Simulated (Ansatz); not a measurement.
# LiGeN (P6_3mc): the gap up the ladder of methods, part 3 of 3

What gap does each level of theory give for LiGeN (P6_3mc), and in what time?

Ansatz 0.2.0; density functionals, hybrids and G0W0, plane waves, PAW. Known limits of the many-body steps: finite bands, screening cutoff and k mesh; no spin-orbit coupling in G0W0.

So far. Step 11 (G0W0@HSE06, 6×6×2 mesh, 586 empty bands, screening to …): Over 11 of 14 irreducible mesh points the G0W0 gap is 2.582 eV, from k = (0.167, 0.167, 0.000) to k = (0.000, -0.500, 0.000). The HSE06 gap of this run on the mesh is 2.232 eV. The two states that bound the G0W0 gap lie that far apart at the start, so the correction of the gap is 2.582 − 2.232 = +0.350 eV.

In doubt: masses and optical values from hybrid runs of this build are listed as unsure (step 11), which bears on the screening that GW takes from such a start.

### Step 13. All levels together

Each gap is the least one over the points named; times are wall times on shared hosts, not benchmarks. A G0W0 time includes the run's own self-consistent start. Runs with listed points see these and the mesh alone, so an edge that moves elsewhere is missed. Rows marked * are further runs, not shown as steps, whose inputs differ from the G0W0 step on the same start in the columns given; solver thresholds can differ too. Symmetry makes (0.500, 0.000, 0.000) and (0.000, -0.500, 0.000) one point.

```csv
level,mesh,"files, cutoff","bands summed, screening",points,gap (eV),valence top,conduction bottom,least direct gap (eV),time
LDA,12×12×4,"soft_1 PAW, 420 eV",-,mesh and listed points,1.430,"(0.133, 0.133, 0.000)","(0.500, 0.000, 0.000)",2.402,7.9 s
PBEsol,12×12×4,"soft_1 PAW, 420 eV",-,mesh and listed points,1.415,"(0.133, 0.133, 0.000)","(0.500, 0.000, 0.000)",2.383,10 s
PBE,12×12×4,"soft_1 PAW, 420 eV",-,mesh and path,1.458,"(0.133, 0.133, 0.000)","(0.500, 0.000, 0.000)",2.418,6.9 s
PBE+SOC,12×12×4,"soft_1 PAW, 420 eV",-,mesh and listed points,1.454,"(0.133, 0.133, 0.000)","(0.500, 0.000, 0.000)",2.395,7.2 s
r2SCAN,12×12×4,"soft_1 PAW, 500 eV",-,mesh and listed points,1.778,"(0.133, 0.133, 0.000)","(0.500, 0.000, 0.000)",2.764,9.5 s
HSE06,6×6×2,"soft_1 PAW, 420 eV",-,mesh and listed points,2.232,"(0.167, 0.167, 0.000)","(0.500, 0.000, 0.000)",3.180,20 s
PBE0,6×6×2,"soft_1 PAW, 420 eV",-,mesh and listed points,2.901,"(0.333, 0.333, 0.000)","(0.500, 0.000, 0.000)",3.870,18 s
DDH-PBE0,6×6×2,"soft_1 PAW, 420 eV",-,mesh and listed points,2.189,"(0.133, 0.133, 0.000)","(0.500, 0.000, 0.000)",3.144,31 s
G0W0@PBE*,6×6×2,"soft_1 PAW, 420 eV","118, 69 eV",12 of 14 irreducible mesh points,1.996,"(0.167, 0.167, 0.000)","(0.000, -0.500, 0.000)",3.199,12 s
G0W0@PBE*,6×6×2,"soft_1 PAW, 420 eV","294, 138 eV",12 of 14 irreducible mesh points,2.125,"(0.167, 0.167, 0.000)","(0.000, -0.500, 0.000)",3.271,17 s
G0W0@PBE,6×6×2,"soft_1 PAW, 420 eV","608, 230 eV",12 of 14 irreducible mesh points,2.185,"(0.167, 0.167, 0.000)","(0.000, -0.500, 0.000)",3.301,34 s
G0W0@HSE06,6×6×2,"soft_1 PAW, 420 eV","608, 230 eV",11 of 14 irreducible mesh points,2.582,"(0.167, 0.167, 0.000)","(0.000, -0.500, 0.000)",3.691,68 s
G0W0@LDA,6×6×2,"soft_1 PAW, 420 eV","608, 230 eV",12 of 14 irreducible mesh points,2.212,"(0.167, 0.167, 0.000)","(0.000, -0.500, 0.000)",3.297,53 s
```

### Step 14. Results

```
LDA, over mesh and listed points                                   : 1.430 eV
PBEsol, over mesh and listed points                                : 1.415 eV
PBE, over mesh and path                                            : 1.458 eV
PBE+SOC, over mesh and listed points                               : 1.454 eV
r2SCAN, over mesh and listed points                                : 1.778 eV
HSE06, over mesh and listed points                                 : 2.232 eV
PBE0, over mesh and listed points                                  : 2.901 eV
DDH-PBE0, over mesh and listed points                              : 2.189 eV
G0W0@PBE (608 bands, 6×6×2), over 12 of 14 irreducible mesh points : 2.185 eV
G0W0@HSE06, over 11 of 14 irreducible mesh points                  : 2.582 eV
G0W0@LDA, over 12 of 14 irreducible mesh points                    : 2.212 eV
known limits                                                       : finite bands, screening cutoff and k mesh; no spin-orbit coupling in G0W0
```

**Reading.** The rows run from 1.415 eV (PBEsol) to 2.901 eV (PBE0). They differ in mesh, plane-wave cutoff, bands and screening cutoff of G0W0 and the points over which the gap was sought as well as in level, so only pairs that share these are like for like. PBEsol against LDA: 1.415 − 1.430 = −0.015 eV, with the same mesh, files and cutoff, and both edges at the same k points. PBE against PBEsol: 1.458 − 1.415 = +0.043 eV, with the same mesh, files and cutoff, and both edges at the same k points. PBE+SOC against PBE: 1.454 − 1.458 = −0.004 eV, with the same mesh, set of files (read in its fully relativistic form for the spin-orbit run) and cutoff, and both edges at the same k points. The spin-orbit run sees mesh and listed points alone, so its gap is an upper bound: the coupling can move an edge off these points, the more so as this crystal has no centre of inversion, and the change over the zone, its sign included where it is small, is not known. G0W0@HSE06 against G0W0@PBE with 608 bands: 2.582 − 2.185 = +0.397 eV, with the same mesh, files and cutoffs, and both edges at the same k points. G0W0@LDA against G0W0@HSE06 with 608 bands: 2.212 − 2.582 = −0.370 eV, with the same mesh, files and cutoffs, and both edges at the same k points. The dielectric-dependent hybrid took 0.127 of exact exchange, against 0.25 in PBE0. G0W0@PBE (608 bands, 6×6×2) moves the gap of its own start on the mesh by 2.185 − 1.467 = +0.718 eV, between the same two levels. Over mesh and path, PBE puts the valence top at k = (0.133, 0.133, 0.000), where no G0W0 correction was computed. The G0W0 gap over the whole zone is therefore not known from this run; at its settings it can only be equal to or under the 2.185 eV found, and no correction is carried over from another point. For the start itself the gap is 1.458 eV over mesh and path and 1.467 eV on the mesh of the G0W0 run, in runs that differ in mesh (12×12×4 and 6×6×2). G0W0@HSE06 moves the gap of its own start on the mesh by 2.582 − 2.232 = +0.350 eV, between the same two levels. Both edges that HSE06 shows over mesh and listed points lie at k points where levels were corrected. Levels at other points were not corrected, so a lower G0W0 gap elsewhere in the zone is not ruled out. G0W0@LDA moves the gap of its own start on the mesh by 2.212 − 1.440 = +0.772 eV, between the same two levels. Over mesh and listed points, LDA puts the valence top at k = (0.133, 0.133, 0.000), where no G0W0 correction was computed. The G0W0 gap over the whole zone is therefore not known from this run; at its settings it can only be equal to or under the 2.212 eV found, and no correction is carried over from another point. For the start itself the gap is 1.430 eV over mesh and listed points and 1.440 eV on the mesh of the G0W0 run, in runs that differ in mesh (12×12×4 and 6×6×2). What spin-orbit coupling does to the G0W0 levels was not computed, so no sum with the G0W0 gap is formed. For G0W0@PBE: from 118 bands and 69 eV to 608 bands and 230 eV the gap moves by 2.185 − 1.996 = +0.189 eV (rung by rung 1.996, 2.125, 2.185 eV); bands and screening cutoff rise together, so their parts are not told apart. A line in one over the bands through the two highest rungs gives 2.185 + (2.185 − 2.125) × 294 / (608 − 294) = 2.241 eV, and through the pair below 2.125 + (2.125 − 1.996) × 118 / (294 − 118) = 2.211 eV. From the gaps as printed the two differ by 0.030 eV, at the edge of the 0.030 eV asked, so no limit is taken and it is not known. The other G0W0 rows are shown at one basis each (608 bands), so their distance from the limit is not known here. The G0W0 runs are scalar-relativistic. No pair of G0W0 runs that differ in the mesh alone is shown (6×6×2 is a supercell whose nearest images lie 18 Å apart), so the error from the mesh is not known here. G0W0@PBE runs of this series with other atomic data on the same mesh, not shown as steps, give 2.225 eV (hard PAW, 870 eV, 891 bands, screening to 299 eV); where bands and cutoffs differ too, the part of the files is not isolated.

[Paths, hosts, dates, memory and timing lines, banners, echoed tables and standing remarks are left out of the program output.]

[Logs are printed without paths, hosts, clocks, repeated set-up lines and the standing remarks that a program may print on its own settings, such as how far it seeks lower states.]

[Runs of the session that timed out or met a known fault of the program may be left out.]

[Cells called generated may have been cut or substituted from an entry of the Crystallography Open Database or the Materials Project.]

[Hosts, paths, dates, database ids (printed as entryN), source tags and the programs' standing remarks are cut or masked in the printed files.]

[Where an RPA ε∞ is given, it is that of the G0W0 mesh and is not shown converged in it. Names of k-points follow the symmetry that the program found, which can be lower than the space group named. Band edges on a path are those of the sampled points; other points can move an edge, and change direct to indirect where valleys lie close.]

[Hybrid gaps are those of their k-mesh and are not shown converged in it.]
